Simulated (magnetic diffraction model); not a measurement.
**Which magnetic order? Cs₂Rb₂V₂Se₉**

Space group C2/c (no. 15), a = 9.9150 Å, b = 10.6630 Å, c = 19.2920 Å, β = 94.80°.

| site | atom | x | y | z |
| --- | --- | --- | --- | --- |
| 8f | Cs | 0.3457 | 0.0937 | 0.1777 |
| 8f | Rb | 0.5340 | 0.2501 | 0.9711 |
| 4e | Se | 1/2 | 0.5985 | 1/4 |
| 8f | Se | 0.3198 | 0.1996 | 0.3595 |
| 8f | Se | 0.2445 | 0.0269 | 0.9890 |
| 8f | Se | 0.6277 | 0.8755 | 0.1795 |
| 8f | Se | 0.0287 | 0.0135 | 0.8532 |
| 8f | V | 0.7408 | 0.0029 | 0.1173 |

This is a made-up structure (elements placed in a structure type, unrelaxed), so the numbers test the method and describe no known phase.

Only V is taken to order (form factors of V4+); orders and moment sizes are assumed, and not adapted to the symmetry. Radiation: neutrons of λ = 1.909 Å, 5° to 30°; isotropic B of 0.35 Å² (Cs), 0.47 Å² (Rb), 0.51 Å² (Se) and 0.5 Å² (V). The intensities are simulated: I ∝ L Σ (|F_N|² + |F_M⊥|²) for unpolarised neutrons, with F_M = 2.695 fm/μB × Σ f(s) S exp(2πi Q·r) exp(−B s²) at Q = H ± k (one set where k and −k are equivalent), only the part normal to Q counting and L = 1/(sin²θ cos θ). For collinear order S is the moment m, which repeats by lattice and centring translations R with the sign exp(−2πi k·R). Form factors are spin-only for 3d ions and dipole or tabulated for f ions, scattering lengths are Sears's of 1992, and absorption is left out. A label names one of the reflections at its angle. The strongest nuclear line in the range is 100, and lines under 0.2 are left out.

Above the ordering temperature:

```csv
2θ (°),index,I
11.40,(0 0 2),11.3
15.14,(1 1 0),76.1
15.85,(1 1 -1),81.5
16.51,(1 1 1),3.9
18.41,(1 1 -2),100.0
19.55,(1 1 2),42.3
20.63,(0 2 0),34.1
21.41,(0 2 1),31.3
22.22,(1 1 -3),1.1
22.28,(2 0 0),11.0
23.63,(0 2 2),16.0
23.64,(1 1 3),4.8
24.21,(2 0 -2),1.3
25.95,(2 0 2),86.1
26.77,(1 1 -4),1.4
26.93,(0 2 3),4.9
28.36,(1 1 4),0.7
```

Below it (cell unchanged):

```tsv
2θ (°)	I
9.18	27.6
11.40	11.3
15.14	76.1
15.85	81.5
16.51	3.9
17.23	7.7
18.41	100.0
18.80	3.3
19.17	0.5
19.55	42.3
20.63	34.1
21.41	31.3
22.22	1.1
22.28	11.0
23.53	3.4
23.63	16.0
23.64	4.8
23.85	2.5
24.15	1.5
24.21	1.3
25.95	86.1
26.77	1.4
26.93	4.9
27.00	2.7
27.77	2.3
28.36	0.7
28.55	2.2
29.30	0.7
```

**Question.** Check that the new lines index with k = (1/2 1/2 1), then choose among these models:
A. collinear moments along [001], 0.78 μB on V; signs + at (0.7408, 0.0029, 0.1173), + at (0.2592, 0.0029, 0.3827), + at (0.2592, 0.9971, 0.8827), − at (0.7408, 0.9971, 0.6173)
B. collinear moments along [101], 0.78 μB on V; signs + at (0.7408, 0.0029, 0.1173), − at (0.2592, 0.0029, 0.3827), − at (0.2592, 0.9971, 0.8827), + at (0.7408, 0.9971, 0.6173)
C. collinear moments along [101], 0.78 μB on V; signs + at (0.7408, 0.0029, 0.1173), + at (0.2592, 0.0029, 0.3827), + at (0.2592, 0.9971, 0.8827), − at (0.7408, 0.9971, 0.6173)
D. collinear moments along [001], 0.78 μB on V; signs + at (0.7408, 0.0029, 0.1173), − at (0.2592, 0.0029, 0.3827), − at (0.2592, 0.9971, 0.8827), + at (0.7408, 0.9971, 0.6173)

The new lines index as (1/2 1/2 -1) at 9.18°, (-1/2 3/2 1) at 17.23°, (3/2 -1/2 1) at 18.80° and (1/2 1/2 3) at 19.17°, that is as H ± k with k = (1/2 1/2 1), one of 2 inequivalent arms of its star (k and −k counted as one), which a powder can't tell apart. Half indices mean that the moments reverse under translations with k·R a half-integer, and the magnetic cell has twice the primitive volume.

Magnetic intensity, observed (below minus above) and for each model:

| 2θ (°) | index | observed | A | B | C | D |
| --- | --- | --- | --- | --- | --- | --- |
| 7.55 | (1/2 1/2 0) | <0.2 | 11.4 | <0.2 | 10.1 | <0.2 |
| 9.18 | (1/2 1/2 -1) | 27.6 | 4.6 | 27.6 | 6.9 | 18.6 |
| 9.74 | (1/2 1/2 1) | <0.2 | 4.4 | <0.2 | 2.3 | <0.2 |
| 13.29 | (1/2 1/2 -2) | <0.2 | 0.9 | <0.2 | 2.2 | <0.2 |
| 17.23 | (-1/2 3/2 1) | 7.7 | 1.8 | 7.7 | 1.9 | 7.0 |
| 18.80 | (3/2 -1/2 1) | 3.3 | 1.5 | 3.3 | 0.8 | 5.8 |
| 23.53 | (-3/2 1/2 3) | 3.4 | 0.5 | 3.4 | 0.8 | 1.8 |
| 23.85 | (3/2 3/2 1) | 2.5 | 0.9 | 2.5 | 0.6 | 3.4 |

Model B matches.

The absence at (1/2 1/2 0) is telling: the sublattices cancel there.

The structure used: k = (1/2 1/2 1), collinear moments along [101], 0.78 μB on V; signs + at (0.7408, 0.0029, 0.1173), − at (0.2592, 0.0029, 0.3827), − at (0.2592, 0.9971, 0.8827), + at (0.7408, 0.9971, 0.6173).

[Logs are printed without paths, hosts, clocks, repeated set-up lines and the standing remarks that a program may print on its own settings, such as how far it seeks lower states.]
